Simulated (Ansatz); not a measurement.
# How the geometry moves the gap of MoS2 (P6_3/mmc)

How far does the choice of cell move the gap? The case is MoS2 (P6_3/mmc).

Main program and level: Ansatz 0.2.0; PBE, HSE06 and G0W0, plane waves, PAW.

The database entry behind the starting cell differs from other determinations of this structure, so it need not match the best structure at room temperature.

**1. The system as given**

It takes space group P6_3/mmc (No. 194, hexagonal). The conventional cell has a = 3.169 Å, b = 3.169 Å, c = 12.324 Å, α = 90.00°, β = 90.00°, γ = 120.00°. Mo has 6 S at 2.41 Å nearest. Nearest to S lie 3 Mo at 2.41 Å. Farther neighbours, and contacts between anions beyond the nearest, are not listed.

As a file:

```cif
data_structure
_symmetry_space_group_name_H-M 'P 1'
_symmetry_Int_Tables_number 1
_cell_length_a 3.1690
_cell_length_b 3.1690
_cell_length_c 12.3240
_cell_angle_alpha 90.000
_cell_angle_beta 90.000
_cell_angle_gamma 120.000
_cell_volume 107.18
loop_
_atom_site_label
_atom_site_type_symbol
_atom_site_fract_x
_atom_site_fract_y
_atom_site_fract_z
_atom_site_occupancy
Mo1 Mo 0.33333 0.66667 0.25000 1
Mo2 Mo 0.66667 0.33333 0.75000 1
S3 S 0.33333 0.66667 0.62300 1
S4 S 0.66667 0.33333 0.12300 1
S5 S 0.33333 0.66667 0.87700 1
S6 S 0.66667 0.33333 0.37700 1
```

The cell and positions come from the Crystallography Open Database and are kept as given unless a step says otherwise. The runs that relaxed it are not among those shown. The default PAW set here is soft_2. Its files were made with PBE.

**2. PBE bands at the given cell**

The cheap functional maps the bands first; the places of the edges decide which points the dearer methods must see.

This step: DFT, PBE, plane waves, PAW.

File input.yaml:

```yaml
crystal:
  lattice:
    - [3.169, 0.0, 0.0]
    - [-1.5845, 2.7444345046, 0.0]
    - [0.0, 0.0, 12.324]
  atoms:
    - { symbol: Mo, position: [0.3333333333, 0.6666666667, 0.25] }
    - { symbol: Mo, position: [0.6666666667, 0.3333333333, 0.75] }
    - { symbol: S, position: [0.3333333333, 0.6666666667, 0.623] }
    - { symbol: S, position: [0.6666666667, 0.3333333333, 0.123] }
    - { symbol: S, position: [0.3333333333, 0.6666666667, 0.877] }
    - { symbol: S, position: [0.6666666667, 0.3333333333, 0.377] }
kpoints:
  mp_grid: { grid: [12, 12, 2] }
  band_path:
    path:
      - [[0.0, 0.0, 0.0], [0.5, 0.0, 0.0], [0.33333333, 0.33333333, 0.0], [0.0, 0.0, 0.0], [0.0, 0.0, 0.5], [0.5, 0.0, 0.5], [0.33333333, 0.33333333, 0.5], [0.0, 0.0, 0.5]]
      - [[0.5, 0.0, 0.5], [0.5, 0.0, 0.0]]
      - [[0.33333333, 0.33333333, 0.5], [0.33333333, 0.33333333, 0.0]]
    npoints: 10
hamiltonian:
  xc: pbe
scf:
  occupations: { method: fermi_dirac, width: 0.02 }
  n_extra_bands: 6
output:
  eigenvalues: true
  write_density: true
  write_potential: true
  elf: true
  volumetric_format: npy
```

Launch:

```
$ ansatz run input.yaml --threads 3 --pin off --max-ram 92160MiB --backend cuda --events-out ev --progress --plain --runs-dir out --devices 1 --max-vram 13GiB
```

Log:

```text
scf.n_extra_bands = 6 over 26 filled bands (N_el = 52.0): the run solves 32 bands
GPUs: using 1 of 1 available (devices: 1).
Engine: ansatz 0.2.0, x86_64-unknown-linux-gnu
Pseudopotentials: kind: paw
Pseudopotential: Mo, paw, valence charge 14, recommended cutoff 420 eV (normal), Mo.paw.azcp
Pseudopotential: S, paw, valence charge 6, recommended cutoff 420 eV (normal), S.paw.azcp
Functional definition: PBE
  parameter kappa = 0.804
  parameter beta = 0.066725
  exchange = pbe_x(kappa = kappa, mu = beta*pi^2/3)
  correlation = pbe_c(beta = beta)
device memory: the entry about to start is reckoned to put 2.8 GiB on a device that reports 49.5 GiB free (of which the cap on the GPU budget leaves the run 13.0 GiB)
GPU FFT provider: cuFFT
GPU libraries: cuBLAS 13.8.2, cuFFT 12.4.0, cuSOLVER 12.3.4
Crystal: 6 atoms, lattice volume = 107.183 Å³
Basis set: ecut = 420 eV, 2081 PW (Γ)
Bands: 32, of which v1, the nominal top of the filled ones, is band 26 counted from 1 (25 counted from 0)
Symmetry: 24 space group operations
Space group: P63/mmc (ITA 194), of the structure as read, at distance tolerance 4.8e-5 Å
k-points: 38 of 288
Non-local potential: Mo, projectors of the file, l = 0: 3, l = 1: 2, l = 2: 2, l = 3: 1
Non-local potential: S, projectors of the file, l = 0: 2, l = 1: 2, l = 2: 2
PAW form: soft (Blöchl's): semilocal exchange-correlation on the pseudo side does not see the compensation charge
PAW one-centre angular grid: Mo, 590 points (default); XC on 64 Gauss nodes
PAW one-centre angular grid: S, 110 points (default); XC on 64 Gauss nodes
Initial density: superposition of atomic densities (neutral atoms: chi_scale 0, normalization atom), corrected by the library's trained network
Initial wavefunctions: pseudopotential atomic-orbital guess
GPU buffer pool allocated for 51840 grid points (all kernels)
GPU transforms: local potential and band sums: pruned to the plane-wave sphere, on 24×24×90
Functional: x = pbe(κ = 0.804, μ = 0.219515), c = pbe(β = 0.066725)
SCF iter   1: F=—  HF=-13525.527604 eV  |F-HF|=—  |Δ(HF+E_count)|=         —  Δρ=5.48e-3  dr2=7.50e-3  ethr=1.77e-3  ⟨swp⟩=7.6  Hψ=5527  notcnv=0
preconditioner: auto → Resta (q_TF=auto, 2.418 Å⁻¹)  ε∞=8.7  [insulator: Δε(μ)=0.887 eV  Ē_g=7.750 eV  σ=0.020 eV  W_gap=1.00  n_scr=26 (ndim 8)  ℏωp=21.5 eV  f_vac=0.016  D(μ)=0.00/eV (n_scr^D=0)  ε∞_Penn≈8.7]
SCF iter   2: F=—  HF=-13525.536351 eV  |F-HF|=—  |Δ(HF+E_count)|=   8.75e-3  Δρ=3.13e-3  dr2=2.37e-3  ethr=1.44e-5  ⟨swp⟩=2.0  Hψ=2413  notcnv=0  defer=19
SCF iter   3: F=—  HF=-13525.541125 eV  |F-HF|=—  |Δ(HF+E_count)|=   4.77e-3  Δρ=5.08e-4  dr2=6.55e-4  ethr=4.56e-6  ⟨swp⟩=2.0  Hψ=1993  notcnv=0  defer=19
SCF iter   4: F=—  HF=-13525.541070 eV  |F-HF|=—  |Δ(HF+E_count)|=   5.58e-5  Δρ=1.15e-4  dr2=9.79e-6  ethr=1.26e-6  ⟨swp⟩=2.1  Hψ=1552  notcnv=0  defer=19
SCF iter   5: F=—  HF=-13525.541115 eV  |F-HF|=—  |Δ(HF+E_count)|=   4.58e-5  Δρ=4.31e-5  dr2=1.57e-6  ethr=1.88e-8  ⟨swp⟩=2.0  Hψ=1703  notcnv=0  defer=19
SCF iter   6: F=-13525.541117 eV  HF=-13525.541117 eV  |F-HF|=2.21e-8  |Δ(HF+E_count)|=   1.57e-6  Δρ=8.20e-6  dr2=8.59e-8  ethr=1.92e-10  ⟨swp⟩=4.1  Hψ=4192  notcnv=0
SCF 1 converged in 6 iterations: F = -13525.541117 eV  dr2 = 8.59e-8
[...]
device memory: the entry about to start is reckoned to put 1.8 GiB on a device that reports 48.6 GiB free (of which the cap on the GPU budget leaves the run 13.0 GiB)
NSCF: frozen V_eff on 93 k-points
SCF converged after 6 iterations
Free energy (F): -13525.541117 eV
Harris-Foulkes:  -13525.541117 eV  (|F-HF|=2.21e-8)
Internal energy: -13525.541117 eV  (E = F + TS)
E sigma→0 (E₀):  -13525.541117 eV
Fermi energy:    11.321621 eV
--- Per-component energies (eV) ---
  E_band       = -312.453273
  E_kinetic    = 1312.078073
  E_local      = -3923.161117  (includes V_loc(G=0)·N_el)
  E_nonlocal   = 398.372739
  E_hartree    = 1508.573290
  E_xc         = -757.135128
  E_vxc        = -810.202464  (∫ρ·V_xc dr)
  E_paw        = -8803.052612  (= ΣΔE_a)
  E_vpaw       = -306.676786  (= ΣTr[D̂ρ^β])
  E_aug_tail   = 0.000083  (compensation charges beyond the density's cutoff)
  E_ewald      = -3261.216446
  E_smearing   = -0.000000  (= −TS)
  E_closure    = -0.000000  (closes the sum)
  Σ components = -13525.541117   (vs F -13525.541117, Δ=0.00e0)
--- Band table (eV; the first three rows and the last of 38) ---
  k-point 0: bands = [... 22 lower, 8.7672, 9.7121, 9.7501, 10.8974, 12.9945, 12.9945, 13.0225, 13.0225, ... 2 higher]
  k-point 1: bands = [... 22 lower, 8.7439, 8.7439, 10.6308, 10.6308, 12.9999, 12.9999, 12.9999, 12.9999, ... 2 higher]
  k-point 2: bands = [... 22 lower, 8.8483, 9.7596, 9.8535, 10.6930, 12.8779, 12.9186, 12.9824, 13.0320, ... 2 higher]
  k-point 37: bands = [... 22 lower, 8.0259, 8.0259, 10.2004, 10.2004, 11.9460, 11.9460, 13.1987, 13.1987, ... 2 higher]
```

It took 4.6 s on 1 × NVIDIA H100 80GB HBM3 (shared by 6 runs) with 3 threads of AMD EPYC 7R13 (Zen 3), shared host; peak memory 0.95 GiB; 6.8 s of CPU time.

Reading the cycles: dr2 is the Hartree energy of the density residual (eV), the measure of convergence; HF is the Harris–Foulkes estimate of the energy, which meets the free energy F at convergence.

This step gave:

```
filled bands         : 26
gap                  : 0.8845 eV
valence top at       : Γ
conduction bottom at : k = (0.167, 0.167, 0.000)
least direct gap     : 1.654 eV
```

The gap is indirect, with the least direct gap 0.77 eV higher.

**3. The relaxed cell**

Cell and ions were relaxed with PBE-D3(BJ); that run is not shown. It left this cell:

It takes space group P6_3/mmc (No. 194, hexagonal). The conventional cell has a = 3.149 Å, b = 3.149 Å, c = 12.091 Å, α = 90.00°, β = 90.00°, γ = 120.00°. Mo has 6 S at 2.40 Å nearest. S has 3 Mo at 2.40 Å nearest. Farther neighbours, and contacts between anions beyond the nearest, are not listed.

**4. PBE at the relaxed cell**

The cell differs from the one that the last finished run ended in (a 3.169 → 3.149 Å, b 3.169 → 3.149 Å, c 12.324 → 12.091 Å).

input.yaml, the sections that differ from step 2:

```yaml
crystal:
  lattice:
    - [3.1491610477, 0.0, 0.0]
    - [-1.5745805239, 2.7272534679, 0.0]
    - [0.0, 0.0, 12.0912228302]
  atoms:
    - { symbol: Mo, position: [0.3333333333, 0.6666666667, 0.25] }
    - { symbol: Mo, position: [0.6666666667, 0.3333333333, 0.75] }
    - { symbol: S, position: [0.3333333333, 0.6666666667, 0.6205030208] }
    - { symbol: S, position: [0.6666666667, 0.3333333333, 0.1205030208] }
    - { symbol: S, position: [0.3333333333, 0.6666666667, 0.8794969792] }
    - { symbol: S, position: [0.6666666667, 0.3333333333, 0.3794969792] }
output:
  eigenvalues: true
# kpoints, hamiltonian, scf: as in step 2
```

Log:

```text
[...]
GPUs: using 1 of 1 available (devices: 1).
[...]
GPU FFT provider: cuFFT
GPU libraries: cuBLAS 13.8.2, cuFFT 12.4.0, cuSOLVER 12.3.4
Crystal: 6 atoms, lattice volume = 103.846 Å³
Basis set: ecut = 420 eV, 2009 PW (Γ)
Bands: 32, of which v1, the nominal top of the filled ones, is band 26 counted from 1 (25 counted from 0)
[... 1 set-up line as in the run before ...]
[...]
k-points: 38 of 288
[...]
--- Band table (eV; the first three rows and the last of 38) ---
  k-point 0: bands = [... 22 lower, 9.3073, 10.1851, 10.3618, 11.4701, 13.5511, 13.5511, 13.5866, 13.5866, ... 2 higher]
  k-point 1: bands = [... 22 lower, 9.2768, 9.2768, 11.2031, 11.2031, 13.5547, 13.5547, 13.5547, 13.5547, ... 2 higher]
  k-point 2: bands = [... 22 lower, 9.3739, 10.2013, 10.4760, 11.2429, 13.4412, 13.4812, 13.5441, 13.5587, ... 2 higher]
  k-point 37: bands = [... 22 lower, 8.4996, 8.4996, 10.7116, 10.7116, 12.5292, 12.5292, 13.6845, 13.6845, ... 2 higher]
[key lines of the parts left out:]
SCF converged after 6 iterations
Free energy (F): -13525.472130 eV
Fermi energy:    11.844615 eV
```

It took 6.3 s on 1 × NVIDIA H100 80GB HBM3 (shared by 6 runs) with 3 threads; peak memory 0.92 GiB; 5.3 s of CPU time.

Read from the output:

```yaml
gap: 0.7850 eV
valence_top_at: Γ
conduction_bottom_at: k = (0.167, 0.167, 0.000)
least_direct_gap: 1.701 eV
```

The gap is indirect, with the least direct gap 0.92 eV higher.

**5. HSE06 at the relaxed cell**

HSE06 mixes in a quarter of exact exchange at short range. Exchange couples all pairs of k points, which makes a full band path dear, so levels are read on the mesh and at chosen points.

This step: DFT, HSE06, plane waves, PAW.

input.yaml, the sections that differ from step 4:

```yaml
kpoints:
  mp_grid: { grid: [6, 6, 2] }
  band_path:
    path:
      - [0.0, 0.0, 0.0]
      - [0.5, 0.0, 0.0]
      - [0.33333333, 0.33333333, 0.0]
      - [0.0, 0.0, 0.5]
      - [0.5, 0.0, 0.5]
      - [0.33333333, 0.33333333, 0.5]
      - [0.1666666667, 0.1666666667, 0.0]
    npoints: 1
hamiltonian:
  xc: hse06
scf:
  occupations: { method: fixed }
  n_extra_bands: 6
# crystal, output: as in step 4
```

Log:

```text
[...]
GPUs: using 1 of 1 available (devices: 1).
[...]
davidson cushion auto → on  (no smearing: the cushion is to keep the highest requested band from converging to the state above it; pin scf.eigensolver.cushion to override)
[...]
GPU FFT provider: cuFFT
GPU libraries: cuBLAS 13.8.2, cuFFT 12.4.0, cuSOLVER 12.3.4
Crystal: 6 atoms, lattice volume = 103.846 Å³
Basis set: ecut = 420 eV, 2009 PW (Γ)
[...]
Fermi energy:    11.105740 eV
[...]
--- Band table (eV; the first three rows and the last of 14) ---
  k-point 0: bands = [... 22 lower, 8.7395, 9.7000, 9.7721, 11.1057, 13.9047, 13.9047, 13.9443, 13.9443, ... 2 higher]
  k-point 1: bands = [... 22 lower, 8.7039, 8.7039, 10.7928, 10.7928, 13.9055, 13.9055, 13.9055, 13.9055, ... 2 higher]
  k-point 2: bands = [... 22 lower, 8.7086, 9.6658, 9.7211, 10.1859, 13.1889, 13.5434, 13.6752, 13.8181, ... 2 higher]
  k-point 13: bands = [... 22 lower, 7.7115, 7.7115, 10.3372, 10.3372, 12.6326, 12.6326, 14.0723, 14.0723, ... 2 higher]
[key lines of the parts left out:]
Free energy (F): -13531.534921 eV
```

Run time: 22 s. Hardware: 1 × NVIDIA H100 80GB HBM3 (shared by 6 runs) with 3 threads; peak memory 1.3 GiB.

This step gave:

```
gap                  : 1.332 eV
valence top at       : Γ
conduction bottom at : k = (0.167, 0.167, 0.000)
least direct gap     : 2.173 eV
```

The gap stands +0.55 eV against PBE.

**6. G0W0 at the relaxed cell**

G0W0 replaces the xc potential by the self-energy, built once from these orbitals. Only a window of levels is corrected, while the sums run over the empty bands that the input names.

This step: G0W0 on PBE, plane waves, PAW.

input.yaml: that of step 5 with these lines changed.

```diff
@@ -14,18 +14,11 @@
   mp_grid: { grid: [6, 6, 2] }
-  band_path:
-    path:
-      - [0.0, 0.0, 0.0]
-      - [0.5, 0.0, 0.0]
-      - [0.33333333, 0.33333333, 0.0]
-      - [0.0, 0.0, 0.5]
-      - [0.5, 0.0, 0.5]
-      - [0.33333333, 0.33333333, 0.5]
-      - [0.1666666667, 0.1666666667, 0.0]
-    npoints: 1
 hamiltonian:
-  xc: hse06
+  xc: pbe
 scf:
   occupations: { method: fixed }
-  n_extra_bands: 6
-output:
-  eigenvalues: true
+gw:
+  n_empty_bands: 382
+  ecut_chi: 138
+  qp_bands: [v2, c2]
+  qp_kpoints: band_edges
+  screening: { model: contour_deformation }
```

Log:

```text
GPUs: using 1 of 1 available (devices: 1).
[...]
GPU FFT provider: cuFFT
GPU libraries: cuBLAS 13.8.2, cuFFT 12.4.0, cuSOLVER 12.3.4
Crystal: 6 atoms, lattice volume = 103.846 Å³
Basis set: ecut = 420 eV, 2009 PW (Γ)
Bands: 32, of which v1, the nominal top of the filled ones, is band 26 counted from 1 (25 counted from 0)
[... 1 set-up line as in the run before ...]
[...]
k-points: 14 of 72
[...]
1    28     13.5546   -13.7550    -4.3488   -18.4686  0.7412    13.9220    13.9194  root
[...]
13    25     10.7131   -19.2545     0.4763   -18.7748  0.7407    10.7096    10.7096  root
    13    26     10.7131   -19.2545     0.4763   -18.7748  0.7407    10.7096    10.7096  root
    13    27     12.5289   -16.1346    -4.0140   -20.5854  0.7349    12.9688    12.9657  root
    13    28     12.5289   -16.1346    -4.0140   -20.5854  0.7349    12.9688    12.9657  root
[key lines of the parts left out:]
SCF converged after 7 iterations
Free energy (F): -13525.472183 eV
Fermi energy:    11.469493 eV
```

It took 24 s on 1 × NVIDIA H100 80GB HBM3 (shared by 6 runs) with 3 threads; peak memory 1.6 GiB.

Numbers from this step:

```yaml
bands_summed: 408
rpa_eps_infinity_on_this_mesh_eigenvalues: 6.927, 15.22, 15.22
plane_waves_in_the_screening_matrix: 341
g0w0_gap_on_the_mesh: 1.130 eV
k_of_the_valence_top: 0, 0, 0
k_of_the_conduction_bottom: 0.1667, 0.1667, 0
starting_gap_on_the_mesh: 0.7862 eV
least_direct_g0w0_gap_on_the_computed_points: 2.127 eV
```

The gap on the mesh goes from 0.79 eV to 1.13 eV, a correction of +0.34 eV. Between the two edge states, bare exchange in place of the xc potential would open the gap by 4.71 eV, and correlation takes back 4.36 eV.

**7. G0W0 at the given cell**

File input.yaml:

```yaml
crystal:
  lattice:
    - [3.169, 0.0, 0.0]
    - [-1.5845, 2.7444345046, 0.0]
    - [0.0, 0.0, 12.324]
  atoms:
    - { symbol: Mo, position: [0.3333333333, 0.6666666667, 0.25] }
    - { symbol: Mo, position: [0.6666666667, 0.3333333333, 0.75] }
    - { symbol: S, position: [0.3333333333, 0.6666666667, 0.623] }
    - { symbol: S, position: [0.6666666667, 0.3333333333, 0.123] }
    - { symbol: S, position: [0.3333333333, 0.6666666667, 0.877] }
    - { symbol: S, position: [0.6666666667, 0.3333333333, 0.377] }
kpoints:
  mp_grid: { grid: [6, 6, 2] }
hamiltonian:
  xc: pbe
scf:
  occupations: { method: fixed }
gw:
  n_empty_bands: 394
  ecut_chi: 138
  qp_bands: [v2, c2]
  qp_kpoints: band_edges
  screening: { model: contour_deformation }
```

Log:

```text
GPUs: using 1 of 1 available (devices: 1).
[...]
GPU FFT provider: cuFFT
GPU libraries: cuBLAS 13.8.2, cuFFT 12.4.0, cuSOLVER 12.3.4
Crystal: 6 atoms, lattice volume = 107.183 Å³
Basis set: ecut = 420 eV, 2081 PW (Γ)
Bands: 32, of which v1, the nominal top of the filled ones, is band 26 counted from 1 (25 counted from 0)
[... 1 set-up line as in the run before ...]
[...]
k-points: 14 of 72
[...]
1    28     12.9998   -13.7331    -4.3494   -18.4521  0.7386    13.3722    13.3694  root
[...]
13    25     10.2018   -19.2682     0.4504   -18.8105  0.7376    10.1944    10.1944  root
    13    26     10.2018   -19.2682     0.4504   -18.8105  0.7376    10.1944    10.1944  root
    13    27     11.9456   -16.1207    -3.9845   -20.5422  0.7317    12.3858    12.3826  root
    13    28     11.9456   -16.1207    -3.9845   -20.5422  0.7317    12.3858    12.3826  root
[key lines of the parts left out:]
SCF converged after 7 iterations
Free energy (F): -13525.540647 eV
Fermi energy:    10.896774 eV
```

It took 28 s on 1 × NVIDIA H100 80GB HBM3 (shared by 6 runs) with 3 threads; peak memory 1.6 GiB; 47 s of CPU time.

This step gave:

```
bands summed                                 : 420
RPA ε∞ on this mesh (eigenvalues)            : 6.235, 15.08, 15.08
plane waves in the screening matrix          : 341
G0W0 gap on the mesh                         : 1.235 eV
k of the valence top                         : 0, 0, 0
k of the conduction bottom                   : 0.1667, 0.1667, 0
starting gap on the mesh                     : 0.8857 eV
least direct G0W0 gap on the computed points : 2.086 eV
```

The gap on the mesh goes from 0.89 eV to 1.24 eV, a correction of +0.35 eV. Between the two edge states, bare exchange in place of the xc potential would open the gap by 4.75 eV, and correlation takes back 4.40 eV.

**8. Together**

G0W0 rows are gaps on the mesh, lowered where the mesh misses an edge of the band path.

| level | given cell (eV) | relaxed cell (eV) | change (eV) |
| --- | --- | --- | --- |
| PBE | 0.88 | 0.79 | −0.10 |
| HSE06 | - | 1.33 | - |
| G0W0@PBE | 1.24 | 1.13 | −0.11 |

**9. Results**

```yaml
volume_change: −3.1 %
pbe_given_cell: 0.88 eV
pbe_relaxed_cell: 0.79 eV
hse06_relaxed_cell: 1.33 eV
g0w0_pbe_relaxed_cell: 1.13 eV
g0w0_pbe_given_cell: 1.24 eV
known_limits: short of the basis limit; no spin-orbit coupling; coarse k mesh
```

In words: Relaxation changes the volume by −3.1 % and the gap by −0.10 eV (PBE) and −0.11 eV (G0W0@PBE). Bands and cutoff are finite, so the gap stands short of the basis limit, usually by up to a few tenths of an eV; the mesh is an error of its own. The 6×6×2 mesh is coarse for this cell (its supercell is 19 Å along the shortest edge). The RPA ε∞ on it, from the PBE start, is 6.23 and 15.08; such meshes misread the long-range screening, most where the gap is narrow. The many-body steps are scalar-relativistic: spin-orbit coupling is not in them.

[Long decimals in the printed logs are rounded to 6 places.]

[Logs are printed without paths, hosts, clocks, repeated set-up lines and the standing remarks that a program may print on its own settings, such as how far it seeks lower states.]

[Paths, hosts, dates, memory and timing lines, banners, echoed tables and standing remarks are left out of the program output; an Ansatz launch command may be rebuilt from the run's recorded settings. Measured values are a selection of at most five: reports struck by readers or far from the other reports are left out. None is set beside runs whose start may be inverted or whose files or cutoffs have a known fault.]

[Runs of the session that timed out or met a known fault of the program may be left out.]

[Cells called generated may have been cut or substituted from an entry of the Crystallography Open Database or the Materials Project.]

[Hosts, paths, dates, database ids (printed as entryN), source tags and the programs' standing remarks are cut or masked in the printed files.]

[Where the starting crystal was built by hand or by swapping elements, it need not be the compound's stable phase.]
